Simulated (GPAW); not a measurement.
**F K-edge XANES of KMnF3 (Pm-3m)**

What does one-electron theory with a core hole give for the F K edge of KMnF3 (Pm-3m)?

Program: GPAW 26.7.0. Level of theory: X-ray absorption from dipole matrix elements to empty bands, plane-wave PAW LDA+U. Results are calculated unless marked as measured.

**1. Starting point**

It takes space group Pm-3m (No. 221, cubic). Conventional cell: a = 4.189 Å, b = 4.189 Å, c = 4.189 Å, α = 90.00°, β = 90.00°, γ = 90.00°. Nearest to Mn lie 6 F at 2.09 Å. Nearest to K lie 12 F at 2.96 Å. Nearest to F lie 2 Mn at 2.09 Å and 4 K at 2.96 Å. Farther neighbours and most contacts between anions are not listed.

As a file:

```xyz
5
Lattice="4.1893 0.0000 0.0000 0.0000 4.1893 0.0000 0.0000 0.0000 4.1893" Properties=species:S:1:pos:R:3 pbc="T T T"
Mn    0.0000    0.0000    0.0000
K     2.0947    2.0947    2.0947
F     0.0000    0.0000    2.0947
F     0.0000    2.0947    0.0000
F     2.0947    0.0000    0.0000
```

**2. The field without a hole**

A plain self-consistent run shows whether there is a gap and which moments survive; both decide the set-up of the core-hole run.

Contents of scf.py:

```python
import numpy as np
from ase import Atoms
from ase.parallel import parprint, paropen
from gpaw import GPAW, PW, FermiDirac, Mixer, MixerDif, setup_paths
from gpaw.test import gen
setup_paths.insert(0, '.')
gen('F', name='nch1s', xcname='LDA', corehole=(1, 0, 0), write_xml=True)
from gpaw.mpi import world
world.barrier()

atoms = Atoms('MnKF3',
    cell=[[4.1893, 0, 0],
     [0, 4.1893, 0],
     [0, 0, 4.1893]],
    scaled_positions=[[0, 0, 0],
     [0.5, 0.5, 0.5],
     [0, 0, 0.5],
     [0, 0.5, 0],
     [0.5, 0, 0]],
    magmoms=[4.0, 0.0, 0.0, 0.0, 0.0],
    pbc=True)
atoms.calc = calc = GPAW(legacy_gpaw=True, mode=PW(500), xc='LDA', setups={'Mn': ':d,4', 2: 'nch1s'},
    kpts={'size': (6, 6, 6), 'gamma': True}, occupations=FermiDirac(0.05),
    charge=0, mixer=MixerDif(0.05, 8, 50), maxiter=150,
    convergence={'density': 0.0001}, txt='scf.txt')
energy = atoms.get_potential_energy() + calc.get_reference_energy()
ef = calc.get_fermi_level()
out = dict(energy=energy, fermi=ef, forces=atoms.get_forces().tolist(), magmoms=atoms.get_magnetic_moments().tolist())
parprint(f'all-electron energy {energy:.4f} eV, Fermi level {ef:.4f} eV')
ev = np.array([[calc.get_eigenvalues(k, s) for k in range(len(calc.get_ibz_k_points()))] for s in range(calc.get_number_of_spins())])
out['homo'], out['lumo'], out['counts'] = ev[ev < ef].max(), ev[ev > ef].min(), sorted(set((ev < ef).sum((0, 2)).tolist()))
out['filled'] = (ev[:, 0] < ef).sum(1).tolist()
import json
with paropen('out.json', 'w') as f:
    json.dump(out, f)
```

Started as:

```bash
OMP_NUM_THREADS=1 mpirun -n 4 gpaw python scf.py
```

Numbers of over 12 decimals in the logs are rounded to 6 here.

Output:

```text
Input parameters:
  convergence: {density: 0.0001}
  kpts: {gamma: True,
         size: (6, 6, 6)}
  maxiter: 150
  mixer: {backend: pulay,
          beta: 0.05,
          method: difference,
          nmaxold: 8,
          weight: 50}
  mode: {ecut: 500.0,
         name: pw}
  occupations: {fixmagmom: False,
                name: fermi-dirac,
                width: 0.05}
  setups: {2: nch1s,
           Mn: :d,4}

Initialize ...

[... PAW data sets ...]

Reference energy: -55893.018333  # eV

Spin-polarized calculation.
Initial magnetic moment: 4.000000

[... convergence settings ...]
Symmetries present (total): 16
  [... symmetry matrices ...]

216 k-points: 6 x 6 x 6 Monkhorst-Pack grid + [1/12,1/12,1/12]
40 k-points in the irreducible part of the Brillouin zone
       k-points in crystal coordinates                weights
   0:     0.00000000    0.00000000    0.00000000          1/216
   1:     0.00000000    0.00000000    0.16666667          2/216
   2:     0.00000000    0.00000000    0.33333333          2/216
   3:     0.00000000    0.00000000    0.50000000          1/216
   4:     0.16666667    0.00000000    0.00000000          4/216
   5:     0.16666667    0.00000000    0.16666667          8/216
   6:     0.16666667    0.00000000    0.33333333          8/216
   7:     0.16666667    0.00000000    0.50000000          4/216
   8:     0.16666667    0.16666667    0.00000000          4/216
   9:     0.16666667    0.16666667    0.16666667          8/216
          ...
  39:     0.50000000    0.50000000    0.50000000          1/216

Wave functions: Plane wave expansion
  Cutoff energy: 500.000 eV
  Number of coefficients (min, max): 1844, 1890
  Pulay-stress correction: 0.000000 eV/Ang^3 (de/decut=0.000000)
  Using FFTW library
  Wavefunction extrapolation:
    Improved wavefunction reuse through dual PAW basis

Occupation numbers: Fermi-Dirac:
  width: 0.0500  # eV

Eigensolver
   Davidson(niter=2)

Densities:
  Coarse grid: 24*24*24 grid
  Fine grid: 48*48*48 grid
  Total Charge: 0.000000

Density mixing:
  Method: difference
  Backend: pulay
  Linear mixing parameter: 0.05
  old densities: 8
  Width of damping distribution: 1.1
  Damping of long wavelength oscillations: 50

[... Hamiltonian set-up ...]
Number of atoms: 5
Number of atomic orbitals: 30
Number of bands in calculation: 30
Number of valence electrons: 45
Bands to converge: occupied

... initialized

Initializing position-dependent things.

Density initialized from atomic densities
Creating initial wave functions:
  30 bands from LCAO basis set

Positions:
   0 Mn     0.000000    0.000000    0.000000    ( 0.0000,  0.0000,  4.0000)
   1 K      2.094650    2.094650    2.094650    ( 0.0000,  0.0000,  0.0000)
   2 F      0.000000    0.000000    2.094650    ( 0.0000,  0.0000,  0.0000)
   3 F      0.000000    2.094650    0.000000    ( 0.0000,  0.0000,  0.0000)
   4 F      2.094650    0.000000    0.000000    ( 0.0000,  0.0000,  0.0000)

Unit cell:
           periodic     x           y           z      points  spacing
  1. axis:    yes    4.189300    0.000000    0.000000    24     0.1746
  2. axis:    yes    0.000000    4.189300    0.000000    24     0.1746
  3. axis:    yes    0.000000    0.000000    4.189300    24     0.1746

  Lengths:   4.189300   4.189300   4.189300
  Angles:   90.000000  90.000000  90.000000

Effective grid spacing dv^(1/3) = 0.1746

iter:   1   -31.435425                   +4.0103
iter:   2   -31.638974   -1.09  -1.29    +4.7031
iter:   3   -30.754617   -0.85  -1.32    +4.9513
iter:   4   -30.742778   -2.25  -1.59    +4.9644
iter:   5   -30.807959   -1.67  -1.64    +4.9969
iter:   6   -30.790656   -1.54  -2.09    +4.9907
iter:   7   -30.724824   -2.63  -2.07    +5.0003
iter:   8   -30.726961   -2.35  -2.48    +4.9999
iter:   9   -30.722140c  -3.63  -2.62    +5.0000
iter:  10   -30.720719c  -3.73  -3.16    +5.0000
iter:  11   -30.720779c  -5.07  -3.86    +5.0000
iter:  12   -30.720733c  -5.28  -3.60    +5.0000
iter:  13   -30.720742c  -5.96  -4.06c   +5.0000
iter:  14   -30.720750c  -6.18  -4.41c   +5.0000
iter:  15   -30.720742c  -6.64  -4.37c   +5.0000
iter:  16   -30.720742c  -6.83  -4.82c   +5.0000
iter:  17   -30.720742c  -7.63c -5.34c   +5.0000

Converged after 17 iterations.

Dipole moment: (0.000000, 0.000000, 0.000000) |e|*Ang

Total magnetic moment: (0.000000, 0.000000, 4.999999)
Local magnetic moments:
   0 Mn ( 0.000000,  0.000000,  4.550332)
   1 K  ( 0.000000,  0.000000, -0.000230)
   2 F  ( 0.000000,  0.000000,  0.045602)
   3 F  ( 0.000000,  0.000000,  0.045602)
   4 F  ( 0.000000,  0.000000,  0.045602)

Energy contributions relative to reference atoms: (reference = -55893.018333)

Kinetic:        +36.961466
Potential:      -31.906529
External:        +0.000000
XC:             -35.762591
Entropy (-ST):   -0.000000
Local:           -0.013088
SIC:             +0.000000
--------------------------
Free energy:    -30.720742
Extrapolated:   -30.720742

Spin contamination: 0.002151 electrons
Showing only first 2 kpts
                      Up                     Down
 Kpt  Band  Eigenvalues  Occupancy  Eigenvalues  Occupancy
  0    20     -0.07857    1.00000      5.80038    0.00000
  0    21     -0.07857    1.00000      7.51173    0.00000
  0    22     -0.07857    1.00000      7.51173    0.00000
  0    23      0.36006    1.00000      7.51173    0.00000

  1    20     -0.07543    1.00000      6.23358    0.00000
  1    21      0.23430    1.00000      7.55135    0.00000
  1    22      0.23430    1.00000      7.66993    0.00000
  1    23      0.36091    1.00000      7.66993    0.00000

Fermi level: 4.44039

Gap: 2.228 eV
Transition (v -> c):
  (s=0, k=27, n=24, [0.50, 0.00, 0.50]) -> (s=0, k=0, n=25, [0.00, 0.00, 0.00])
Direct/indirect transitions are different
Direct gap: 4.887 eV
Transition at: (s=0, k=1, n=24, [0.00, 0.00, 0.17])

Forces in eV/Ang:
  0 Mn   -0.00000   -0.00000    0.00000
  1 K     0.00000    0.00000    0.00000
  2 F    -0.00000    0.00000    0.00000
  3 F    -0.00000    0.00000    0.00000
  4 F     0.00000    0.00000    0.00000
Scalar-relativistic atomic LDA calculation for F (Fluorine, Z=9)
Core hole in 1s state (1s occupation: 2.0)
300 radial gridpoints.
|------------------------------------------------|
|------------------------------------------------|
[... the atom generator's iteration count ...]

Energy contributions:
-------------------------
Kinetic:      +98.924702
XC:            -9.628727
Potential:   -188.480882
-------------------------
Total:        -99.184907

state      eigenvalue         ekin         rmax
-----------------------------------------------
1s^2.0 :   -24.213779    36.855229        0.115
2s^2.0 :    -1.089490     4.159703        0.767
2p^5.0 :    -0.415007     3.378968        0.703
-----------------------------------------------
(units: Bohr and Hartree)

Generating PAW setup
Kinetic energy of the core from tauc = 73.784289
Cutoffs:
rc(s)=1.200
rc(p)=1.200
rc(d)=1.200
rc(vbar)=1.080
rc(comp)=1.200
rc(nct)=1.200

Kinetic energy of the core states: 73.710458
Charge: 0.0
Core electrons: 2.0
Valence electrons: 7.0
Pseudo-core charge: 0.000387
Shape function alpha=6.944
Pseudo-electron charge 6.013308
state    eigenvalue         norm
--------------------------------
2s(2) :    -1.089490     1.062936
*s    :    -0.089490
2p(5) :    -0.415007     0.777410
*p    :     0.584993
*d    :     0.000000
--------------------------------

Diagonalizing with gridspacing h=0.050

state   all-electron     PAW
-------------------------------
2s:      -1.089490    -1.091166
2p:      -0.415007    -0.417133
*d:                    0.051257
*f:                    0.077758
-------------------------------
all-electron energy -55923.7391 eV, Fermi level 4.4404 eV
```

It took 25 s on 4 MPI ranks of Arm Neoverse V2, shared host; peak memory 0.25 GiB; 98 s of CPU time.

The mesh shows a gap of 2.23 eV, so the hole is first treated in a charged cell, without the excited electron.

Site moments (μB): 4.55, 0.00, 0.05, 0.05, 0.05.

**3. Spectrum without a core hole, F atom 3**

This cheap baseline ignores the attraction of the hole: it shows the absorber's empty states as they are in the ground state. The data set with a hole of occupation 0 only carries the core orbital.

The absorber has 2 Mn at 2.09 Å (linear, site symmetry 4/mmm).

Contents of xas.py:

```python
import numpy as np
from ase import Atoms
from ase.parallel import parprint, paropen
from gpaw import GPAW, PW, FermiDirac, Mixer, MixerDif, setup_paths
from gpaw.test import gen
setup_paths.insert(0, '.')
gen('F', name='nch1s', xcname='LDA', corehole=(1, 0, 0), write_xml=True)
from gpaw.mpi import world
world.barrier()

atoms = Atoms('MnKF3',
    cell=[[4.1893, 0, 0],
     [0, 4.1893, 0],
     [0, 0, 4.1893]],
    scaled_positions=[[0, 0, 0],
     [0.5, 0.5, 0.5],
     [0, 0, 0.5],
     [0, 0.5, 0],
     [0.5, 0, 0]],
    magmoms=[4.0, 0.0, 0.0, 0.0, 0.0],
    pbc=True)
atoms.calc = calc = GPAW(legacy_gpaw=True, mode=PW(500), xc='LDA', setups={'Mn': ':d,4', 2: 'nch1s'},
    kpts={'size': (6, 6, 6), 'gamma': True}, occupations=FermiDirac(0.02),
    charge=0, mixer=MixerDif(0.05, 8, 50), maxiter=150,
    convergence={'density': 0.0001}, txt='scf.txt')
energy = atoms.get_potential_energy() + calc.get_reference_energy()
ef = calc.get_fermi_level()
out = dict(energy=energy, fermi=ef, forces=atoms.get_forces().tolist(), magmoms=atoms.get_magnetic_moments().tolist())
parprint(f'all-electron energy {energy:.4f} eV, Fermi level {ef:.4f} eV')
ev = np.array([[calc.get_eigenvalues(k, s) for k in range(len(calc.get_ibz_k_points()))] for s in range(calc.get_number_of_spins())])
out['homo'], out['lumo'], out['counts'] = ev[ev < ef].max(), ev[ev > ef].min(), sorted(set((ev < ef).sum((0, 2)).tolist()))
out['filled'] = (ev[:, 0] < ef).sum(1).tolist()

from ase.units import Ha
from gpaw.xas import dipole_matrix_elements
nb = int(calc.get_number_of_electrons() / 2) + 52
top, nb = nb, nb + 8 + nb // 12
nscf = calc.fixed_density(kpts={'size': (4, 4, 4), 'gamma': True}, nbands=nb,
    convergence={'bands': top, 'eigenstates': 1e-5}, maxiter=60, txt='nscf.txt')
cell = atoms.cell.array
ops = [cell.T @ U.T @ np.linalg.inv(cell.T) for U in nscf.wfs.kd.symmetry.op_scc]
filled = [25, 20]  # bands filled in the ground state, by spin
E = np.arange(-25, 34, 0.1)
fwhm = np.interp(E, [4, 25], [0.9, 3.5])
Y, X, zero, highest = 0, 0, 1e9, 1e9
for spin in range(nscf.get_number_of_spins()):
    wfs = nscf.wfs
    A = dipole_matrix_elements(wfs.setups[2])
    eps = np.zeros((wfs.kd.nibzkpts, nb))
    d = np.zeros((3, A.shape[1], wfs.kd.nibzkpts, nb), complex)
    for kpt in wfs.kpt_u:
        if kpt.s == spin and 2 in kpt.P_ani:
            eps[kpt.k] = kpt.eps_n * Ha
            d[:, :, kpt.k] = (kpt.weight * wfs.nspins / 2) ** 0.5 * np.inner(A, kpt.P_ani[2])
    world.sum(eps)
    world.sum(d)
    T = np.einsum('amkn,bmkn->abkn', d, d.conj()).real
    T = sum(np.einsum('ai,ijkn,bj->abkn', R, T, R) for R in ops) / len(ops)
    empty = np.ones_like(eps, bool) & (np.arange(nb) >= filled[spin])
    zero, highest = min(zero, eps[empty].min()), min(highest, eps[:, top - 1].min())
    lines = [(eps, T, empty)] if spin == 0 else lines + [(eps, T, empty)]
for eps, T, empty in lines:
    f = np.einsum('aakn->akn', T).reshape(3, -1)
    x = eps.ravel() - zero
    w = np.interp(x, E, fwhm) / 2.35482
    g = np.exp(-0.5 * ((E[:, None] - x) / w) ** 2) / (w * (2 * np.pi) ** 0.5)
    Y = Y + (f * empty.ravel()) @ g.T
    X = X + (f * ~empty.ravel()) @ g.T
out.update(E=E.round(2).tolist(), xas=Y.tolist(), xes=X.tolist(), zero=zero, valid=highest - zero, nk=len(eps), nb=nb)
for i in range(0, len(E), 10):
    parprint(f'{E[i]:7.2f}', *(f'{v:10.3e}' for v in Y[:, i]))
import json
with paropen('out.json', 'w') as f:
    json.dump(out, f)
```

Started as:

```bash
OMP_NUM_THREADS=1 mpirun -n 4 gpaw python xas.py
```

Output:

```text
Input parameters:
  convergence: {density: 0.0001}
  kpts: {gamma: True,
         size: (6, 6, 6)}
  maxiter: 150
  mixer: {backend: pulay,
          beta: 0.05,
          method: difference,
          nmaxold: 8,
          weight: 50}
  mode: {ecut: 500.0,
         name: pw}
  occupations: {fixmagmom: False,
                name: fermi-dirac,
                width: 0.02}
  setups: {2: nch1s,
           Mn: :d,4}

[...]
2s:      -1.089490    -1.091166
2p:      -0.415007    -0.417133
*d:                    0.051257
*f:                    0.077758
-------------------------------
all-electron energy -55923.7391 eV, Fermi level 4.5034 eV
 -25.00 3.603e-252 3.603e-252 1.154e-251
 -24.00 2.023e-242 2.023e-242 6.379e-242
 -23.00 7.242e-233 7.242e-233 2.245e-232
 -22.00 1.653e-223 1.653e-223 5.035e-223
[...]
32.00  7.791e-05  7.791e-05  1.363e-04
  33.00  6.620e-05  6.620e-05  1.154e-04
[key lines of the parts left out:]
Converged after 17 iterations.
Dipole moment: (0.000000, -0.000000, -0.000000) |e|*Ang
Free energy:    -30.720742
Fermi level: 4.50345
```

It took 42 s on 4 MPI ranks; peak memory 0.33 GiB.

The F K spectrum, F atom 3, no core hole (energy from the lowest empty level; intensity scaled to a mean of 1 over the first 20 eV):

| E (eV) | intensity |
| --- | --- |
| -2.0 | 0.00 |
| -1.5 | 0.00 |
| -1.0 | 0.00 |
| -0.5 | 0.00 |
| 0.0 | 0.00 |
| 0.5 | 0.02 |
| 1.0 | 0.08 |
| 1.5 | 0.19 |
| 2.0 | 0.38 |
| 2.5 | 0.85 |
| 3.0 | 1.32 |
| 3.5 | 1.47 |
| 4.0 | 1.43 |
| 4.5 | 1.44 |
| 5.0 | 1.86 |
| 5.5 | 1.99 |
| 6.0 | 2.11 |
| 6.5 | 1.78 |
| 7.0 | 1.40 |
| 7.5 | 1.37 |
| 8.0 | 1.41 |
| 8.5 | 1.44 |
| 9.0 | 1.49 |
| 9.5 | 1.52 |
| 10.0 | 1.44 |
| 10.5 | 1.21 |
| 11.0 | 0.94 |
| 11.5 | 0.74 |
| 12.0 | 0.61 |
| 12.5 | 0.51 |
| 13.0 | 0.43 |
| 13.5 | 0.39 |
| 14.0 | 0.42 |
| 14.5 | 0.52 |
| 15.0 | 0.68 |
| 15.5 | 0.86 |
| 16.0 | 1.03 |
| 16.5 | 1.14 |
| 17.0 | 1.14 |
| 17.5 | 1.06 |
| 18.0 | 0.93 |
| 18.5 | 0.78 |
| 19.0 | 0.66 |
| 19.5 | 0.56 |
| 20.0 | 0.50 |
| 20.5 | 0.48 |
| 21.0 | 0.49 |
| 21.5 | 0.53 |
| 22.0 | 0.58 |
| 22.5 | 0.64 |
| 23.0 | 0.71 |
| 23.5 | 0.77 |
| 24.0 | 0.82 |
| 24.5 | 0.86 |
| 25.0 | 0.89 |
| 25.5 | 0.91 |
| 26.0 | 0.92 |
| 26.5 | 0.92 |
| 27.0 | 0.93 |
| 27.5 | 0.95 |
| 28.0 | 1.00 |
| 28.5 | 1.06 |
| 29.0 | 1.14 |
| 29.5 | 1.22 |
| 30.0 | 1.26 |
| 30.5 | 1.27 |
| 31.0 | 1.23 |
| 31.5 | 1.15 |
| 32.0 | 1.06 |

Main maxima below 24 eV (height): 3.7 eV (1.50), 6.0 eV (2.11), 9.5 eV (1.52) and 16.8 eV (1.15). A K edge sees empty p states; the first features are F p mixed into the empty d states of the Mn neighbours, and the broad ones above probably into the cations' higher empty bands.

The same matrix elements for filled bands give the F K emission of F atom 3 (ground-state approximation; energy from the lowest empty level, largest value 1):

| E (eV) | emission |
| --- | --- |
| -24.00 | 0.00 |
| -23.25 | 0.00 |
| -22.50 | 0.00 |
| -21.75 | 0.00 |
| -21.00 | 0.00 |
| -20.25 | 0.00 |
| -19.50 | 0.00 |
| -18.75 | 0.00 |
| -18.00 | 0.00 |
| -17.25 | 0.00 |
| -16.50 | 0.00 |
| -15.75 | 0.00 |
| -15.00 | 0.00 |
| -14.25 | 0.00 |
| -13.50 | 0.00 |
| -12.75 | 0.00 |
| -12.00 | 0.00 |
| -11.25 | 0.00 |
| -10.50 | 0.00 |
| -9.75 | 0.04 |
| -9.00 | 0.19 |
| -8.25 | 0.38 |
| -7.50 | 0.68 |
| -6.75 | 0.86 |
| -6.00 | 0.79 |
| -5.25 | 0.11 |
| -4.50 | 0.11 |
| -3.75 | 0.05 |
| -3.00 | 0.05 |
| -2.25 | 0.02 |
| -1.50 | 0.00 |
| -0.75 | 0.00 |
| 0.00 | 0.00 |
| 0.75 | 0.00 |
| 1.50 | 0.00 |
| 2.25 | 0.00 |
| 3.00 | 0.00 |

Emission maxima: -6.4 eV (1.00).

**4. Reference energy of the supercell**

The photon energy needs a difference of total energies, so the cell and mesh of the coming hole run are first run without a hole.

Changes to scf.py since step 2:

```diff
@@ -10,7 +10,11 @@
 
-atoms = Atoms('MnKF3',
-    cell=[[4.1893, 0, 0],
-     [0, 4.1893, 0],
-     [0, 0, 4.1893]],
+atoms = Atoms('Mn4K4F12',
+    cell=[[4.1893, 4.1893, 4.1893],
+     [-4.1893, 4.1893, -4.1893],
+     [-4.1893, -4.1893, 4.1893]],
     scaled_positions=[[0, 0, 0],
+     [0, 0.5, 0.5],
+     [0.5, 0, 0.5],
+     [0.5, 0.5, 0],
+     [0.5, 0, 0],
      [0.5, 0.5, 0.5],
@@ -18,7 +22,18 @@
      [0, 0.5, 0],
-     [0.5, 0, 0]],
-    magmoms=[4.0, 0.0, 0.0, 0.0, 0.0],
+     [0.25, 0, 0.25],
+     [0.25, 0.5, 0.75],
+     [0.75, 0, 0.75],
+     [0.75, 0.5, 0.25],
+     [0.25, 0.25, 0],
+     [0.25, 0.75, 0.5],
+     [0.75, 0.25, 0.5],
+     [0.75, 0.75, 0],
+     [0, 0.75, 0.75],
+     [0, 0.25, 0.25],
+     [0.5, 0.75, 0.25],
+     [0.5, 0.25, 0.75]],
+    magmoms=[4.0, 4.0, 4.0, 4.0, 0.0, 0.0, 0.0, 0.0, 0.0, 0.0, 0.0, 0.0, 0.0, 0.0, 0.0, 0.0, 0.0, 0.0, 0.0, 0.0],
     pbc=True)
-atoms.calc = calc = GPAW(legacy_gpaw=True, mode=PW(500), xc='LDA', setups={'Mn': ':d,4', 2: 'nch1s'},
-    kpts={'size': (6, 6, 6), 'gamma': True}, occupations=FermiDirac(0.05),
+atoms.calc = calc = GPAW(legacy_gpaw=True, mode=PW(500), xc='LDA', setups={'Mn': ':d,4', 8: 'nch1s'},
+    kpts={'size': (2, 2, 2), 'gamma': True}, occupations=FermiDirac(0.02),
     charge=0, mixer=MixerDif(0.05, 8, 50), maxiter=150,
```

Started as:

```bash
OMP_NUM_THREADS=1 mpirun -n 4 gpaw python scf.py
```

Output:

```text
Input parameters:
  convergence: {density: 0.0001}
  kpts: {gamma: True,
         size: (2, 2, 2)}
  maxiter: 150
  mixer: {backend: pulay,
          beta: 0.05,
          method: difference,
          nmaxold: 8,
          weight: 50}
  mode: {ecut: 500.0,
         name: pw}
  occupations: {fixmagmom: False,
                name: fermi-dirac,
                width: 0.02}
  setups: {8: nch1s,
           Mn: :d,4}

[...]
2s(2) :    -1.089490     1.062936
*s    :    -0.089490
2p(5) :    -0.415007     0.777410
*p    :     0.584993
*d    :     0.000000
--------------------------------

Diagonalizing with gridspacing h=0.050

state   all-electron     PAW
-------------------------------
2s:      -1.089490    -1.091166
2p:      -0.415007    -0.417133
*d:                    0.051257
*f:                    0.077758
-------------------------------
all-electron energy -223694.9506 eV, Fermi level 4.1942 eV
[key lines of the parts left out:]
Converged after 18 iterations.
Dipole moment: (-0.000000, 0.000000, -0.000000) |e|*Ang
Free energy:   -122.877251
Fermi level: 4.19415
```

Wall time 73 s (4 MPI ranks); peak memory 0.58 GiB.

Reference energy: -223694.951 eV with the cores included.

(Continued in part 2 of 3.)

[Banner, clock and machine lines of the logs are left out without a mark of their own.]

[Logs are printed without paths, hosts, clocks, repeated set-up lines and the standing remarks that a program may print on its own settings, such as how far it seeks lower states.]

[Hosts, paths, dates, database ids (printed as entryN), source tags and the programs' standing remarks are cut or masked in the printed files.]

[Lists of maxima count a maximum above −3 eV only where it reaches 4 % of the highest in the window and stands out from its surroundings by 2 % of it (1.5 % where it reaches 55 %); shoulders and weaker maxima are passed over, and of the rest the first, up to two pre-edge ones and the few strongest are named.]
